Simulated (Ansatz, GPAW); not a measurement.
# A 6-layer slab of Ca(111): converging a work function

Wanted: a convergence study on the slab a 6-layer slab of Ca(111).

Program: GPAW 26.7.0 and Ansatz 0.2.0. Level of theory: Ansatz plane waves; slab in vacuum with a dipole correction, relaxation, in the first sound run; inputs show where later runs differ. Results are calculated unless marked as measured.

### Step 1. Starting point

The cell holds 6 atoms: 6 Ca. Cell: a = 3.946 Å, b = 3.946 Å, c = 32.108 Å, α = 90.0°, β = 90.0°, γ = 60.0°. Vacuum lies along c.

### Step 2. Relaxing the atoms

Forces are removed first; all later runs use this geometry. The lowest 3 atoms are held at bulk positions and keep their forces.

Contents of input.yaml:

```yaml
crystal:
  lattice:
    - [3.945655839, 0.0, 0.0]
    - [1.9728279195, 3.4170381912, 0.0]
    - [0.0, 0.0, 32.1080725104]
  atoms:
    - { symbol: Ca, position: [0.3333333333, 0.3333333333, 0.2491585254] }
    - { symbol: Ca, position: [0.6666666667, 0.6666666667, 0.3494951152] }
    - { symbol: Ca, position: [0.0, 0.0, 0.4498317051] }
    - { symbol: Ca, position: [0.3333333333, 0.3333333333, 0.5501682949] }
    - { symbol: Ca, position: [0.6666666667, 0.6666666667, 0.6505048848] }
    - { symbol: Ca, position: [0.0, 0.0, 0.7508414746] }
kpoints:
  mp_grid: { grid: [9, 9, 1] }
hamiltonian:
  xc: pbe
scf:
  occupations: { method: fermi_dirac, width: 0.1 }
efield:
  axis: 3
  dipole_correction: true
  ramp_width: 0.05
relax:
  f_tol: 0.02
  max_steps: 60
  constraints: [{ sites: [0, 1, 2] }]
output:
  write_potential: true
  write_density: true
  volumetric_format: npy
```

On the command line:

```console
$ ansatz run input.yaml --threads 4 --pin off --max-ram 8192MiB --backend cpu --events-out ev --progress --plain --runs-dir out
```

Numbers of over 12 decimals in the logs are rounded to 6 here.

The program printed:

```text
Engine: ansatz 0.2.0, x86_64-unknown-linux-gnu
Pseudopotentials: kind: paw
Pseudopotential: Ca, paw, valence charge 10, recommended cutoff 420 eV (normal), Ca.paw.azcp
Functional definition: PBE
  parameter kappa = 0.804
  parameter beta = 0.066725
  exchange = pbe_x(kappa = kappa, mu = beta*pi^2/3)
  correlation = pbe_c(beta = beta)
Crystal: 6 atoms, lattice volume = 432.896 Å³
Basis set: ecut = 420 eV, 8567 PW (Γ), exchange–correlation on 54×54×432 points (8 copies of the dense FFT grid, shifted against one another)
Bands: 36, of which v1, the nominal top of the filled ones, is band 30 counted from 1 (29 counted from 0)
Symmetry: 6 space group operations
k-points: 12 of 81 (time reversal used)
Non-local potential: Ca, projectors of the file, l = 0: 3, l = 1: 2, l = 2: 2
PAW form: soft (Blöchl's): semilocal exchange-correlation on the pseudo side does not see the compensation charge
PAW one-centre angular grid: Ca, 110 points (default); XC on 64 Gauss nodes
Initial density: superposition of atomic densities (neutral atoms: chi_scale 0, normalization atom), corrected by the library's trained network
Initial wavefunctions: pseudopotential atomic-orbital guess
Functional: x = pbe(κ = 0.804, μ = 0.219515), c = pbe(β = 0.066725)
SCF iter   1: F=—  HF=-10900.552696 eV  |F-HF|=—  |Δ(HF+E_count)|=         —  Δρ=2.75e-3  dr2=2.59e0  ethr=1.77e-3  p=0.000 e·Å  D=1.02e-13 V/Å  ΔV_dip=-0.00 eV  dr2_dipole=6.19e-8  V_vac-E_F(+/−)=2.82/2.82 eV  ⟨swp⟩=14.1  Hψ=5631  notcnv=0
efield: sawtooth ramp at fractional position 0.9750 (placed from the atoms, in the widest stretch of the axis that holds none; the zero of the levels goes with the place), width 0.0500; the density the first Hamiltonian is built on has a dipole p = 0.000 e·Å; the dipole correction subtracts the counter field D = 1.02e-13 V/Å, which shifts the + side's vacuum level by -0.00 eV against the − side's; the planar-averaged density in the ramp window peaks in size at 4.2e-6 e/Å³
automatic band count: the SCF goes on with 42 bands, as 36 were too few: the levels above may hold too much charge
preconditioner: auto → LDOS  [metal: Δε(μ)=0.027 eV  Ē_g=2.356 eV  σ=0.100 eV  W_gap=0.07  n_scr=62 (ndim 8)  ℏωp=6.2 eV  f_vac=0.355  D(μ)=8.69/eV (n_scr^D=48)  β→1.0]
SCF iter   2: F=—  HF=-10900.504652 eV  |F-HF|=—  |Δ(HF+E_count)|=   4.80e-2  Δρ=8.47e-4  dr2=7.18e-3  ethr=1.77e-3  p=-0.000 e·Å  D=-2.97e-6 V/Å  ΔV_dip=0.00 eV  dr2_dipole=6.04e-9  V_vac-E_F(+/−)=2.98/2.98 eV  ⟨swp⟩=1.3  Hψ=605  notcnv=0
SCF iter   3: F=—  HF=-10900.505222 eV  |F-HF|=—  |Δ(HF+E_count)|=   5.70e-4  Δρ=7.18e-4  dr2=9.27e-3  ethr=1.20e-5  p=-0.000 e·Å  D=-3.66e-7 V/Å  ΔV_dip=0.00 eV  dr2_dipole=3.06e-9  V_vac-E_F(+/−)=2.98/2.98 eV  ⟨swp⟩=2.0  Hψ=815  notcnv=0
SCF iter   4: F=—  HF=-10900.504431 eV  |F-HF|=—  |Δ(HF+E_count)|=   7.90e-4  Δρ=1.74e-4  dr2=1.96e-4  ethr=1.20e-5  p=-0.000 e·Å  D=-4.14e-8 V/Å  ΔV_dip=0.00 eV  dr2_dipole=5.43e-10  V_vac-E_F(+/−)=2.99/2.99 eV  ⟨swp⟩=2.2  Hψ=646  notcnv=0
SCF iter   5: F=—  HF=-10900.504404 eV  |F-HF|=—  |Δ(HF+E_count)|=   2.77e-5  Δρ=2.86e-5  dr2=1.35e-5  ethr=3.26e-7  p=-0.000 e·Å  D=-1.23e-7 V/Å  ΔV_dip=0.00 eV  dr2_dipole=3.69e-10  V_vac-E_F(+/−)=2.99/2.99 eV  ⟨swp⟩=2.0  Hψ=849  notcnv=0
SCF iter   6: F=-10900.504404 eV  HF=-10900.504405 eV  |F-HF|=9.99e-7  |Δ(HF+E_count)|=   1.74e-6  Δρ=1.44e-5  dr2=1.42e-6  ethr=1.67e-8  p=-0.000 e·Å  D=-8.42e-8 V/Å  ΔV_dip=0.00 eV  dr2_dipole=1.57e-11  V_vac-E_F(+/−)=3.00/3.00 eV  ⟨swp⟩=11.2  Hψ=3950  notcnv=0
SCF 1 converged in 6 iterations: F = -10900.504404 eV  dr2 = 1.42e-6
  Residual-converged pass: ⟨swp⟩=1.1  Hψ=553  notcnv=0  max |occ|·‖R‖ = 6.9e-9 eV (tolerance 1.0e-8 eV)  dr2=1.42e-6  dr2_onsite=1.15e-7  max |Δocc| = 1.2e-10
  greatest PAW one-centre occupation: 0.996 electrons in one spin orbital (limit 2), on the Ca atom at site 0 (counted from 0), in its partial waves of l = 0
relax step   1: F+E_penalty+E_count = -10900.50440438 eV  Δ(F+E_penalty+E_count) = +0.000e0 eV  max|allowed force component| = 9.920e-2 eV/Å  Δτ_max = 0.0000 Å  (6 SCF iters, dr2 threshold 1.00e-5 eV, accepted)
Bands: 42, of which v1, the nominal top of the filled ones, is band 30 counted from 1 (29 counted from 0)
Initial density: handed on by an earlier stage of this run
Initial wavefunctions: those handed on with the density
iter 1 solved again at ethr=6.27e-4 eV; its pass at ethr=3.10e-3 eV (dr2=3.76e-1 eV) is discarded
SCF iter   1: F=—  HF=-10900.511857 eV  |F-HF|=—  |Δ(HF+E_count)|=         —  Δρ=8.87e-4  dr2=6.21e-2  ethr=6.27e-4  p=-0.000 e·Å  D=-8.54e-8 V/Å  ΔV_dip=0.00 eV  dr2_dipole=6.50e-5  V_vac-E_F(+/−)=3.00/3.00 eV  ⟨swp⟩=1.4  Hψ=1713  notcnv=0
efield: sawtooth ramp at fractional position 0.9750 (handed on by an earlier solve), width 0.0500; the density the first Hamiltonian is built on has a dipole p = -0.000 e·Å; the dipole correction subtracts the counter field D = -8.54e-8 V/Å, which shifts the + side's vacuum level by +0.00 eV against the − side's; the planar-averaged density in the ramp window peaks in size at 4.7e-6 e/Å³
eigensolver tolerance schedule: the retry pair's looser diagonalisation over-reported the residual by 5.06 of it (diagonalisation noise at an unbounded share of the residual, at the tolerance the schedule requests for it); recorded, not acted on — ethr = c·dr2/N_el stays at c = 1.0e-1
preconditioner: auto → LDOS  [metal: Δε(μ)=0.014 eV  Ē_g=2.368 eV  σ=0.100 eV  W_gap=0.03  n_scr=62 (ndim 8)  ℏωp=6.2 eV  f_vac=0.358  D(μ)=8.04/eV (n_scr^D=18)  β→1.0]
SCF iter   2: F=—  HF=-10900.509665 eV  |F-HF|=—  |Δ(HF+E_count)|=   2.19e-3  Δρ=4.50e-4  dr2=3.40e-3  ethr=1.03e-4  p=0.004 e·Å  D=1.81e-3 V/Å  ΔV_dip=-0.06 eV  dr2_dipole=9.30e-4  V_vac-E_F(+/−)=2.94/3.00 eV  ⟨swp⟩=1.9  Hψ=578  notcnv=0
SCF iter   3: F=—  HF=-10900.509337 eV  |F-HF|=—  |Δ(HF+E_count)|=   3.28e-4  Δρ=1.93e-4  dr2=4.56e-4  ethr=5.67e-6  p=0.002 e·Å  D=9.96e-4 V/Å  ΔV_dip=-0.03 eV  dr2_dipole=2.28e-5  V_vac-E_F(+/−)=2.97/3.00 eV  ⟨swp⟩=2.0  Hψ=781  notcnv=0
SCF iter   4: F=—  HF=-10900.509537 eV  |F-HF|=—  |Δ(HF+E_count)|=   2.00e-4  Δρ=4.27e-5  dr2=3.66e-5  ethr=7.61e-7  p=0.002 e·Å  D=8.95e-4 V/Å  ΔV_dip=-0.03 eV  dr2_dipole=1.86e-5  V_vac-E_F(+/−)=2.97/3.00 eV  ⟨swp⟩=2.0  Hψ=619  notcnv=0
SCF iter   5: F=—  HF=-10900.509541 eV  |F-HF|=—  |Δ(HF+E_count)|=   4.16e-6  Δρ=1.29e-5  dr2=1.93e-6  ethr=6.09e-8  p=0.002 e·Å  D=6.88e-4 V/Å  ΔV_dip=-0.02 eV  dr2_dipole=2.79e-8  V_vac-E_F(+/−)=2.98/3.00 eV  ⟨swp⟩=2.0  Hψ=798  notcnv=0
SCF iter   6: F=-10900.509541 eV  HF=-10900.509541 eV  |F-HF|=3.92e-8  |Δ(HF+E_count)|=   1.37e-7  Δρ=4.04e-6  dr2=2.89e-7  ethr=1.03e-9  p=0.001 e·Å  D=6.17e-4 V/Å  ΔV_dip=-0.02 eV  dr2_dipole=7.82e-10  V_vac-E_F(+/−)=2.98/3.00 eV  ⟨swp⟩=10.8  Hψ=3584  notcnv=0
SCF 2 converged in 6 iterations: F = -10900.509541 eV  dr2 = 2.89e-7
  greatest PAW one-centre occupation: 0.996 electrons in one spin orbital (limit 2), on the Ca atom at site 5 (counted from 0), in its partial waves of l = 0
relax step   2: F+E_penalty+E_count = -10900.50954141 eV  Δ(F+E_penalty+E_count) = -5.137e-3 eV  max|allowed force component| = 5.752e-2 eV/Å  Δτ_max = 0.0881 Å  (6 SCF iters, dr2 threshold 6.15e-7 eV, accepted)
SCF iter   1: F=—  HF=-10900.505644 eV  |F-HF|=—  |Δ(HF+E_count)|=         —  Δρ=1.39e-3  dr2=4.96e-1  ethr=1.86e-3  p=0.001 e·Å  D=6.17e-4 V/Å  ΔV_dip=-0.02 eV  dr2_dipole=3.69e-1  V_vac-E_F(+/−)=2.99/3.01 eV  ⟨swp⟩=4.5  Hψ=1328  notcnv=0
efield: sawtooth ramp at fractional position 0.9750 (handed on by an earlier solve), width 0.0500; the density the first Hamiltonian is built on has a dipole p = 0.001 e·Å; the dipole correction subtracts the counter field D = 6.17e-4 V/Å, which shifts the + side's vacuum level by -0.02 eV against the − side's; the planar-averaged density in the ramp window peaks in size at 4.7e-6 e/Å³
preconditioner: auto → LDOS  [metal: Δε(μ)=0.044 eV  Ē_g=2.374 eV  σ=0.100 eV  W_gap=0.11  n_scr=62 (ndim 8)  ℏωp=6.2 eV  f_vac=0.362  D(μ)=8.10/eV (n_scr^D=24)  β→1.0]
SCF iter   2: F=—  HF=-10900.518059 eV  |F-HF|=—  |Δ(HF+E_count)|=   1.24e-2  Δρ=1.15e-3  dr2=5.24e-1  ethr=8.27e-4  p=0.011 e·Å  D=4.69e-3 V/Å  ΔV_dip=-0.15 eV  dr2_dipole=4.79e-1  V_vac-E_F(+/−)=2.88/3.03 eV  ⟨swp⟩=2.2  Hψ=629  notcnv=0
SCF iter   3: F=—  HF=-10900.512615 eV  |F-HF|=—  |Δ(HF+E_count)|=   5.44e-3  Δρ=4.62e-4  dr2=9.51e-2  ethr=8.27e-4  p=0.006 e·Å  D=2.61e-3 V/Å  ΔV_dip=-0.08 eV  dr2_dipole=8.32e-2  V_vac-E_F(+/−)=2.93/3.01 eV  ⟨swp⟩=1.0  Hψ=504  notcnv=0
SCF iter   4: F=—  HF=-10900.511940 eV  |F-HF|=—  |Δ(HF+E_count)|=   6.75e-4  Δρ=3.62e-4  dr2=7.45e-3  ethr=1.58e-4  p=0.004 e·Å  D=1.48e-3 V/Å  ΔV_dip=-0.05 eV  dr2_dipole=5.15e-3  V_vac-E_F(+/−)=2.95/2.99 eV  ⟨swp⟩=1.0  Hψ=504  notcnv=0
SCF iter   5: F=—  HF=-10900.511723 eV  |F-HF|=—  |Δ(HF+E_count)|=   2.17e-4  Δρ=1.07e-4  dr2=4.46e-3  ethr=1.24e-5  p=0.003 e·Å  D=1.37e-3 V/Å  ΔV_dip=-0.04 eV  dr2_dipole=3.78e-3  V_vac-E_F(+/−)=2.95/3.00 eV  ⟨swp⟩=1.0  Hψ=504  notcnv=0
SCF iter   6: F=—  HF=-10900.511667 eV  |F-HF|=—  |Δ(HF+E_count)|=   5.63e-5  Δρ=2.55e-5  dr2=4.28e-5  ethr=7.43e-6  p=0.003 e·Å  D=1.45e-3 V/Å  ΔV_dip=-0.05 eV  dr2_dipole=3.21e-5  V_vac-E_F(+/−)=2.95/3.00 eV  ⟨swp⟩=1.0  Hψ=504  notcnv=0
SCF iter   7: F=—  HF=-10900.511894 eV  |F-HF|=—  |Δ(HF+E_count)|=   2.27e-4  Δρ=1.75e-5  dr2=2.16e-5  ethr=7.13e-8  p=0.003 e·Å  D=1.39e-3 V/Å  ΔV_dip=-0.04 eV  dr2_dipole=1.33e-5  V_vac-E_F(+/−)=2.95/3.00 eV  ⟨swp⟩=2.0  Hψ=532  notcnv=0
SCF iter   8: F=—  HF=-10900.511893 eV  |F-HF|=—  |Δ(HF+E_count)|=   7.43e-7  Δρ=2.45e-6  dr2=6.08e-7  ethr=3.60e-8  p=0.003 e·Å  D=1.37e-3 V/Å  ΔV_dip=-0.04 eV  dr2_dipole=3.08e-7  V_vac-E_F(+/−)=2.95/3.00 eV  ⟨swp⟩=1.0  Hψ=504  notcnv=0
SCF iter   9: F=-10900.511893 eV  HF=-10900.511893 eV  |F-HF|=1.65e-8  |Δ(HF+E_count)|=   1.72e-8  Δρ=1.02e-6  dr2=1.72e-8  ethr=1.67e-10  p=0.003 e·Å  D=1.36e-3 V/Å  ΔV_dip=-0.04 eV  dr2_dipole=5.58e-9  V_vac-E_F(+/−)=2.95/3.00 eV  ⟨swp⟩=10.2  Hψ=3200  notcnv=0
SCF 3 converged in 9 iterations: F = -10900.511893 eV  dr2 = 1.72e-8
relax step   3: F+E_penalty+E_count = -10900.51189307 eV  Δ(F+E_penalty+E_count) = -2.352e-3 eV  max|allowed force component| = 1.037e-2 eV/Å  Δτ_max = 0.1180 Å  (9 SCF iters, accepted)
NSCF: frozen V_eff on 12 k-points
the band table was solved once a step of the walk had ended and its energy, with any forces and stress, was formed, with the checks that follow a solve (3235 applications of the Hamiltonian). They found nothing against the state; the energy, forces and stress were not computed again (output.eigenvalues in the input reference)
WARN: The output density's exchange-correlation potential varies sharply where the density is thin. Do not read a vacuum level from v_tot or v_xc, or from such a field of the output density. On a cell that repeats whose density bears no net charge and no dipole along the vacuum's axis use v_es (v_loc + v_h of the components); under efield.dipole_correction with no amplitude use v_es + v_field, which holds any externa [...]
SCF converged after 9 iterations
Free energy (F): -10900.511893 eV
Harris-Foulkes:  -10900.511893 eV  (|F-HF|=1.65e-8)
Internal energy: -10900.247286 eV  (E = F + TS)
E sigma→0 (E₀):  -10900.379589 eV
Entropy (-TS):   -0.264607 eV (-44.101 meV/atom)
Fermi energy:    1.769060 eV
Dipole field:    D = 0.001424 V/Å  (p = 0.003407 e·Å, saw-weighted, corrected)
Work function:   Φ+ = 2.9532 eV   Φ− = 2.9989 eV
Levels:          The Fermi level and band energies are counted from a zero that moves with the ramp; work functions are not
--- Per-component energies (eV) ---
  E_band       = -1250.041133
  E_kinetic    = 1650.898004
  E_local      = -27010.186494  (includes V_loc(G=0)·N_el)
  E_nonlocal   = 381.859082
  E_hartree    = 12564.197122
  E_xc         = -813.868338
  E_vxc        = -1014.294170  (∫ρ·V_xc dr)
  E_paw        = -5149.348121  (= ΣΔE_a)
  E_vpaw       = -386.712914  (= ΣTr[D̂ρ^β])
  E_aug_tail   = -0.000036  (compensation charges beyond the density's cutoff)
  E_efield     = 0.000002  (sawtooth field / dipole correction)
  E_vefield    = 0.004690  (∫n·V_field dr)
  E_ewald      = 7476.201494
  E_smearing   = -0.264607  (= −TS)
  E_closure    = -0.000000  (closes the sum)
  Σ components = -10900.511893   (vs F -10900.511893, Δ=0.00e0)
--- Forces (eV/Å), atoms counted from 1 ---
  atom   1  Ca    -0.00000000     0.00000000     0.09973410
  atom   2  Ca     0.00000000     0.00000000    -0.05974546
  atom   3  Ca    -0.00000000     0.00000000    -0.04239142
  atom   4  Ca    -0.00000000     0.00000000     0.00559629
  atom   5  Ca    -0.00000000    -0.00000000    -0.01036566
  atom   6  Ca     0.00000000    -0.00000000     0.00714136
  max |Σ_I F_I| component: 3.08e-5 eV/Å
--- Band table (eV; the first three rows and the last of 12) ---
  k-point 0: bands = [... 26 lower, -1.4867, -0.9049, -0.2365, 0.4322, 1.6815, 2.0274, 2.4219, 2.8142, ... 8 higher]
  k-point 1: bands = [... 26 lower, -1.3115, -0.7344, -0.0700, 0.5994, 1.7179, 2.0941, 2.4811, 2.8406, ... 8 higher]
  k-point 2: bands = [... 26 lower, -0.8085, -0.2497, 0.3951, 1.0542, 1.8245, 2.2656, 2.5989, 2.8265, ... 8 higher]
  k-point 11: bands = [... 26 lower, 1.5872, 1.6944, 1.7025, 1.7120, 1.9071, 1.9916, 1.9951, 2.3018, ... 8 higher]
--- Relaxed structure (3 steps of the walk, 3 accepted, 0 SCFs on fresh bases) ---
  F+E_penalty+E_count = -10900.51189307 eV   max|allowed force component| = 1.037e-2 eV/Å
  atoms:
    - { symbol: Ca, position: [0.333333, 0.333333, 0.249159] }
    - { symbol: Ca, position: [0.666667, 0.666667, 0.3494951152] }
    - { symbol: Ca, position: [0.0, 0.0, 0.4498317051] }
    - { symbol: Ca, position: [0.333333, 0.333333, 0.548876] }
    - { symbol: Ca, position: [0.666667, 0.666667, 0.647969] }
    - { symbol: Ca, position: [1.1159714912266335e-18, -2.2319429824532666e-18, 0.744423] }
```

Wall time 8.4 s (4 threads of AMD EPYC 9R14 (Zen 4), shared host); peak memory 0.82 GiB.

Relaxation path:

```csv
step,energy less that of the first step (eV),largest force component (eV/Å)
1,0.0000,0.0992
2,-0.0051,0.0575
3,-0.0075,0.0104
```

The run keeps the 6 symmetry operations that it works with, so distortions that break them were not tested.

The atoms that moved most (Å):

```csv
atom,dx,dy,dz,length
Ca6,0.000,0.000,-0.206,0.206
Ca5,0.000,0.000,-0.081,0.081
Ca4,0.000,0.000,-0.042,0.042
```

Final coordinates:

```cif
data_structure
_symmetry_space_group_name_H-M 'P 1'
_symmetry_Int_Tables_number 1
_cell_length_a 3.9457
_cell_length_b 3.9457
_cell_length_c 32.1081
_cell_angle_alpha 90.000
_cell_angle_beta 90.000
_cell_angle_gamma 60.000
_cell_volume 432.90
loop_
_atom_site_label
_atom_site_type_symbol
_atom_site_fract_x
_atom_site_fract_y
_atom_site_fract_z
_atom_site_occupancy
Ca1 Ca 0.33333 0.33333 0.24916 1
Ca2 Ca 0.66667 0.66667 0.34950 1
Ca3 Ca 0.00000 0.00000 0.44983 1
Ca4 Ca 0.33333 0.33333 0.54888 1
Ca5 Ca 0.66667 0.66667 0.64797 1
Ca6 Ca 0.00000 0.00000 0.74442 1
```

This step gave:

```yaml
free_energy: -10900.5119 eV
smearing_term_ts: 0.2646 eV
symmetry_operations: 6
upper_work_function: 2.953 eV
lower_work_function: 2.999 eV
dipole_along_the_normal: 0.003407 e·Å
dipole_field: 0.001424 V/Å
vacuum_level_above: 4.722 eV
vacuum_level_below: 4.768 eV
```

The electrostatic potential energy of an electron (with the applied field's), less the Fermi level, planar mean oscillates, so the rows of the table below give means over windows of 3.12 Å about each position, cut where the curve ends. Its maxima inside the range that stand out by 2 % of the span (Å: eV): 9.7: 1.68, 12.8: 1.69, 16.1: 1.63, 19.2: 1.61, 22.3: 1.43. Its minima: 8.0: -9.56, 11.1: -9.36, 14.4: -9.45, 17.7: -9.36, 20.8: -9.39, 23.9: -9.54.

Electrostatic potential energy of an electron (with the applied field's), less the Fermi level, planar mean against z; means over each step:

z (Å), electrostatic potential energy of an electron (with the applied field's), less the Fermi level, planar mean (eV) and a bar from the least value:
```
     1.56       2.99 ##############################
     4.68       2.80 #############################
     7.80      -3.19 
    10.92      -2.95 #
    14.04      -2.93 #
    17.16      -2.94 #
    20.28      -2.92 #
    23.40      -3.15 
    26.52       2.30 ###########################
    29.64       2.95 ##############################
```

The valence density, planar mean oscillates, so the rows of the table below give means over windows of 3.12 Å about each position, cut where the curve ends. Its maxima inside the range that stand out by 2 % of the span (Å: e/Å³): 8.0: 0.632, 11.1: 0.620, 14.4: 0.627, 17.7: 0.622, 20.8: 0.629, 23.9: 0.632. Its minima: 9.7: 0.0506, 12.8: 0.0508, 16.1: 0.0521, 19.2: 0.0517, 22.3: 0.0545.

The valence density, planar mean by z; means over each step:

```csv
z (Å),"valence density, planar mean (e/Å³)"
1.56,1.0e-5
4.68,0.00330
7.80,0.230
10.92,0.236
14.04,0.236
17.16,0.237
20.28,0.237
23.40,0.238
26.52,0.00962
29.64,4.1e-5
```

The relaxation lowered the energy of the cell by 0.00749 eV.

[end of part 1 of 2]

[Logs are printed without paths, hosts, clocks, repeated set-up lines and the standing remarks that a program may print on its own settings, such as how far it seeks lower states.]

[Hosts, paths, dates, database ids (printed as entryN), source tags and the programs' standing remarks are cut or masked in the printed files.]
